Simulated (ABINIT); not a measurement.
# Quasiparticle gap of YHSe (P-6m2) in ABINIT

Wanted: ground state, empty states, screening and self-energy for YHSe (P-6m2).

Calculated with ABINIT 10.8.3; LDA and many-body steps on it, plane waves.

## 1. Starting point

The structure is hexagonal, space group P-6m2 (No. 187). Conventional cell: a = 3.841 Å, b = 3.841 Å, c = 3.916 Å, α = 90.00°, β = 90.00°, γ = 120.00°. Y has 3 H at 2.22 Å and 6 Se at 2.96 Å nearest. Nearest to H lie 3 Y at 2.22 Å. Nearest to Se lie 6 H at 2.96 Å and 6 Y at 2.96 Å. Farther neighbours and most contacts between anions are not listed.

As a file:

```cif
data_structure
_symmetry_space_group_name_H-M 'P 1'
_symmetry_Int_Tables_number 1
_cell_length_a 3.8409
_cell_length_b 3.8409
_cell_length_c 3.9155
_cell_angle_alpha 90.000
_cell_angle_beta 90.000
_cell_angle_gamma 120.000
_cell_volume 50.03
loop_
_atom_site_label
_atom_site_type_symbol
_atom_site_fract_x
_atom_site_fract_y
_atom_site_fract_z
_atom_site_occupancy
Y1 Y 0.00000 0.00000 0.00000 1
H2 H 0.33333 0.66667 0.00000 1
Se3 Se 0.66667 0.33333 0.50000 1
```

The cell and positions are those that the Materials Project relaxed with its own functionals (PBE, PBE+U or r2SCAN), kept fixed.

## 2. Ground state

This step: ABINIT 10.8.3; DFT, LDA, plane waves, norm-conserving pseudopotentials.

The ground-state density comes first.

Contents of run.abi:

```
acell 3*1.0 Angstrom
rprim 
  3.840931335803 -0.000000000001 0.000000000000
  -1.920465667901 3.326344110998 0.000000000000
  0.000000000000 0.000000000000 3.915549560000
ntypat 3
znucl 39 1 34
natom 3
typat 1 2 3
xred 
  0.000000000000 0.000000000000 0.000000000000
  0.333333333333 0.666666666667 0.000000000000
  0.666666666667 0.333333333333 0.500000000000
pp_dirpath "pseudos"
pseudos "Y.upf, H.upf, Se.upf"
ecut 48
ngkpt 6 6 6
nshiftk 1
shiftk 0 0 0
kptopt 1
chksymbreak 0
nband 23
occopt 1
tolvrs 1e-10
nstep 60
prtwf 0
optforces 0
optstress 0
indata_prefix "in"
outdata_prefix "out"
tmpdata_prefix "tmp"
```

Launch:

```
$ OMP_NUM_THREADS=1 mpirun -n 4 abinit run.abi > log
```

Numbers of over 12 decimals in the logs are rounded to 6 here.

The program printed:

```text
.Version 10.8.3 of ABINIT. v10.8.2 released Aug 2026.

 Symmetries : space group P-6 m 2 (#187); Bravais hP (primitive hexag.)
================================================================================
 Values of the parameters that define the memory need of the present run
     intxc =       0    ionmov =       0      iscf =       7    lmnmax =       6
     lnmax =       6     mgfft =      48  mpssoang =       3    mqgrid =    3001
     natom =       3  nloc_mem =       1    nspden =       1   nspinor =       1
    nsppol =       1      nsym =      12    n1xccc =    2501    ntypat =       3
    occopt =       1   xclevel =       1
-    mband =          23        mffmem =           1         mkmem =           7
       mpw =        5381          nfft =      110592          nkpt =          28
================================================================================
  Rough estimation (10% accuracy) of disk space for files :
================================================================================

--------------------------------------------------------------------------------
------------- Echo of variables that govern the present computation ------------
--------------------------------------------------------------------------------
 -outvars: echo values of preprocessed input variables --------
            acell      1.8897261259E+00  1.8897261259E+00  1.8897261259E+00 Bohr

      chksymbreak           0
             ecut      4.80000000E+01 Hartree
-          fftalg         312

              ixc       -1012
              kpt      0.00000000E+00  0.00000000E+00  0.00000000E+00
                       1.66666667E-01  0.00000000E+00  0.00000000E+00
                       3.33333333E-01  0.00000000E+00  0.00000000E+00
                       5.00000000E-01  0.00000000E+00  0.00000000E+00
                       1.66666667E-01  1.66666667E-01  0.00000000E+00
                       3.33333333E-01  1.66666667E-01  0.00000000E+00
                       3.33333333E-01  3.33333333E-01  0.00000000E+00
                       0.00000000E+00  0.00000000E+00  1.66666667E-01
                       1.66666667E-01  0.00000000E+00  1.66666667E-01
   [... 17 further rows ...]
                       3.33333333E-01  1.66666667E-01  5.00000000E-01
                       3.33333333E-01  3.33333333E-01  5.00000000E-01
         kptrlatt        6    0    0      0    6    0      0    0    6
          kptrlen      4.35498498E+01
P           mkmem           7
            natom           3
            nband          23
            ngfft          48      48      48
             nkpt          28
            nstep          60
             nsym          12
           ntypat           3
              occ      2.000000  2.000000  2.000000  2.000000  2.000000  2.000000
                       2.000000  2.000000  2.000000  2.000000  2.000000  2.000000
                       2.000000  2.000000  2.000000  2.000000  2.000000  2.000000
                       0.000000  0.000000  0.000000  0.000000  0.000000
        optforces           0
        optstress           0
            prtwf           0
            rprim      3.8409313358E+00 -1.0000000000E-12  0.0000000000E+00
[...]
spgroup         187

           tolvrs      1.00000000E-10

             xred      0.0000000000E+00  0.0000000000E+00  0.0000000000E+00
[...]
znucl       39.00000    1.00000   34.00000

================================================================================

 chkinp: Checking input parameters for consistency.

================================================================================
== DATASET  1 ==================================================================
-   mpi_nproc: 4, omp_nthreads: 1 (-1 if OMP is not activated)

--- !DatasetInfo
iteration_state: {dtset: 1, }
dimensions: {natom: 3, nkpt: 28, mband: 23, nsppol: 1, nspinor: 1, nspden: 1, mpw: 5381, }
cutoff_energies: {ecut:  48.0, pawecutdg:  -1.0, }
electrons: {nelect:   3.60000000E+01, charge:   0.00000000E+00, occopt:   1.00000000E+00, tsmear:   1.00000000E-02, }

 Real(R)+Recip(G) space primitive vectors, cartesian coordinates (Bohr,Bohr^-1):
 R(1)=  7.2583083  0.0000000  0.0000000  G(1)=  0.1377732  0.0795434  0.0000000
 R(2)= -3.6291541  6.2858794  0.0000000  G(2)=  0.0000000  0.1590867  0.0000000
 R(3)=  0.0000000  0.0000000  7.3993163  G(3)=  0.0000000  0.0000000  0.1351476
 Unit cell volume ucvol=  3.3759270E+02 bohr^3
 Angles (23,13,12)=  9.00000000E+01  9.00000000E+01  1.20000000E+02 degrees

 getcut: wavevector=  0.0000  0.0000  0.0000  ngfft=  48  48  48
         ecut(hartree)=     48.000   => boxcut(ratio)=   2.08000

--- Pseudopotential description ------------------------------------------------
- Y Generated using ONCVPSP code by D. R. Hamann
- 39.00000  11.00000  180309                  znucl, zion, pspdat
12 -1012 2 -1 1724                            pspcod,pspxc,lmax,lloc,mmax
     nproj     2     2     2
  pspatm : epsatm=   18.49213021
         --- l  ekb(1:nproj) -->
[...]
pspatm: atomic psp has been read  and splines computed

- H Generated using ONCVPSP code by D. R. Hamann
-  1.00000   1.00000  180309                  znucl, zion, pspdat
12 -1012 1 -1 1180                            pspcod,pspxc,lmax,lloc,mmax
     nproj     2     1     0
  pspatm : epsatm=    0.35439867
         --- l  ekb(1:nproj) -->
[...]
1   -0.275071
 pspatm: atomic psp has been read  and splines computed

- Se Generated using ONCVPSP code by D. R. Hamann
- 34.00000  24.00000  180309                  znucl, zion, pspdat
12 -1012 2 -1 1198                            pspcod,pspxc,lmax,lloc,mmax
     nproj     2     2     2
  pspatm : epsatm=   25.89836092
         --- l  ekb(1:nproj) -->
[...]
pspatm: atomic psp has been read  and splines computed

   1.61081603E+03                                ecore*ucvol(ha*bohr**3)
--------------------------------------------------------------------------------

_setup2: Arith. and geom. avg. npw (full set) are    5361.782    5361.777

================================================================================

--- !BeginCycle
iteration_state: {dtset: 1, }
solver: {iscf: 7, nstep: 60, nline: 4, wfoptalg: 0, }
tolerances: {tolvrs: 1.00E-10, }

     iter   Etot(hartree)      deltaE(h)  residm     vres2
 ETOT  1  -381.56396938293    -3.816E+02 1.844E+00 1.679E+02
 ETOT  2  -383.06590277236    -1.502E+00 4.356E-02 1.851E+02
 ETOT  3  -383.08035460013    -1.445E-02 1.632E-02 1.606E+01
 ETOT  4  -383.08171423956    -1.360E-03 1.027E-02 6.591E-02
 ETOT  5  -383.08173114865    -1.691E-05 3.794E-03 6.873E-03
 ETOT  6  -383.08173150549    -3.568E-07 4.929E-03 8.876E-04
 ETOT  7  -383.08173157169    -6.620E-08 1.036E-03 3.704E-05
 ETOT  8  -383.08173157467    -2.973E-09 5.222E-04 7.351E-07
 ETOT  9  -383.08173157475    -7.788E-11 5.456E-04 1.971E-08
 ETOT 10  -383.08173157474     5.855E-12 2.436E-04 3.443E-11

 At SCF step   10       vres2   =  3.44E-11 < tolvrs=  1.00E-10 =>converged.

--- !ResultsGS
iteration_state: {dtset: 1, }
comment   : Summary of ground state results
lattice_vectors:
- [  7.2583083,  -0.0000000,   0.0000000, ]
- [ -3.6291541,   6.2858794,   0.0000000, ]
- [  0.0000000,   0.0000000,   7.3993163, ]
lattice_lengths: [   7.25831,    7.25831,    7.39932, ]
lattice_angles: [ 90.000,  90.000, 120.000, ] # degrees, (23, 13, 12)
lattice_volume:   3.3759270E+02
convergence: {deltae:  5.855E-12, res2:  3.443E-11, residm:  2.436E-04, diffor:  0.000E+00, }
etotal    :  -3.83081732E+02
entropy   :   0.00000000E+00
fermie    :   2.69134104E-01
cartesian_stress_tensor: null
pressure_GPa: null
xred      :
- [  0.0000E+00,   0.0000E+00,   0.0000E+00,  Y]
- [  3.3333E-01,   6.6667E-01,   0.0000E+00,  H]
- [  6.6667E-01,   3.3333E-01,   5.0000E-01, Se]
cartesian_forces: null
force_length_stats: {min: null, max: null, mean: null, }

 Integrated electronic density in atomic spheres:
 ------------------------------------------------
 Atom  Sphere_radius  Integrated_density
[...]
2        2.00000          1.36240533
    3        2.00000         21.28709388
================================================================================

 ----iterations are completed or convergence reached----

 Mean square residual over all n,k,spin=   48.300E-08; max=  24.360E-05
 reduced coordinates (array xred) for    3 atoms
       0.000000000000      0.000000000000      0.000000000000
       0.333333333333      0.666666666667      0.000000000000
       0.666666666667      0.333333333333      0.500000000000
 rms dE/dt=  0.0000E+00; max dE/dt=  0.0000E+00; dE/dt below (all hartree)
    1       0.000000000000      0.000000000000      0.000000000000
    2       0.000000000000      0.000000000000      0.000000000000
    3       0.000000000000      0.000000000000      0.000000000000

 cartesian coordinates (angstrom) at end:
    1      0.000000     0.000000     0.000000
    2      3.3e-13     2.217563     0.000000
    3      1.920466     1.108781     1.957775
 length scales=  1.889726125908  1.889726125908  1.889726125908 bohr
              =  1.000000000000  1.000000000000  1.000000000000 angstroms
 prteigrs : about to open file out_EIG
 Fermi (or HOMO) energy (hartree) =   0.26913   Average Vxc (hartree)=  -0.40549
 Eigenvalues (hartree) for nkpt=  28  k points:
 kpt#   1, nband= 23, wtk=  0.00463, kpt=  0.0000  0.0000  0.0000 (reduced coord)
  -7.31630   -5.11343   -5.11249   -5.11249   -1.46458   -1.46444   -1.46444   -1.46336
  -1.46336   -1.27520   -0.54129   -0.53767   -0.53767   -0.21721    0.13745    0.20723
   0.21166    0.21166    0.31924    0.40648    0.40648    0.41377    0.41377
 prteigrs : prtvol=0 or 1, do not print more k-points.

--- !EnergyTerms
iteration_state     : {dtset: 1, }
comment             : Components of total free energy in Hartree
kinetic             :  1.58072442589337E+02
hartree             :  1.50510506433100E+02
xc                  : -4.06757440315241E+01
Ewald energy        : -1.73424355926303E+02
psp_core            :  4.77147769254246E+00
local_psp           : -3.98245983963365E+02
non_local_psp       : -8.40900743685270E+01
total_energy        : -3.83081731574740E+02
total_energy_eV     : -1.04241849616595E+04
band_energy         : -6.48213415203489E+01

== END DATASET(S) ==============================================================
================================================================================

 -outvars: echo values of variables after computation  --------
           etotal     -3.8308173157E+02
            nband          23
             nkpt          28
          spgroup         187
 [... the other variables as echoed above ...]

 Calculation completed.
```

Wall time 30 s (4 MPI ranks of Arm Neoverse V1, shared host); peak memory 0.38 GiB; 2 min of CPU time.

Numbers from this step:

| Property | Result |
| --- | --- |
| total energy | -10424.1850 eV |
| gap | 1.364 eV |
| k of the valence top | 0, 0, 0.5 |
| k of the conduction bottom | 0, 0, 0 |
| least direct gap | 1.737 eV |

The gap is indirect, with the least direct gap 0.37 eV higher.

[end of part 1 of 3]

[Paths, hosts, dates, memory and timing lines, banners, echoed tables and standing remarks are left out of the program output.]

[Logs are printed without paths, hosts, clocks, repeated set-up lines and the standing remarks that a program may print on its own settings, such as how far it seeks lower states.]

[Runs of the session that timed out or met a known fault of the program may be left out.]

[Hosts, paths, dates, database ids (printed as entryN), source tags and the programs' standing remarks are cut or masked in the printed files.]

[G0W0 gaps are taken among the corrected bands and points alone; a level outside them can change the order at an edge.]

[Where Ansatz stands beside ABINIT at settings called matched, ABINIT's density can come from a denser mesh and the files from another edition; pairs whose starting gaps differed by over 0.03 eV were left out, so agreement reads better than it is.]
